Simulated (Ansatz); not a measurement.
# Which magnetic ion is it?

A crystal has the composition Sr2MP2O8, where M is a 3d element. A calculation (PBE+U, spin-orbit coupling in second variation, Ansatz) gives:

| Quantity | Value |
| --- | --- |
| S | 1/2 |
| g | 2.0694, 2.0742, 2.2283 |
| moment in its sphere | 0.66 μB |

**Question.** Which ion is it, and why?

The crystal is Sr2CuP2O8, space group C2/m. The spin sits on Cu, with 4 O at 1.96 Å round it. With the usual charges of the other elements M must be +2. High-spin ions of that charge with S = 1/2 are d9 and d1, Cu and Sc; the sign of the g shift picks Cu²⁺ d⁹. Low-spin ions are left aside. The shift is positive: in a shell more than half full the orbital moment adds to the spin.

[Hosts, paths, dates, database ids (printed as entryN), source tags and the programs' standing remarks are cut or masked in the printed files.]
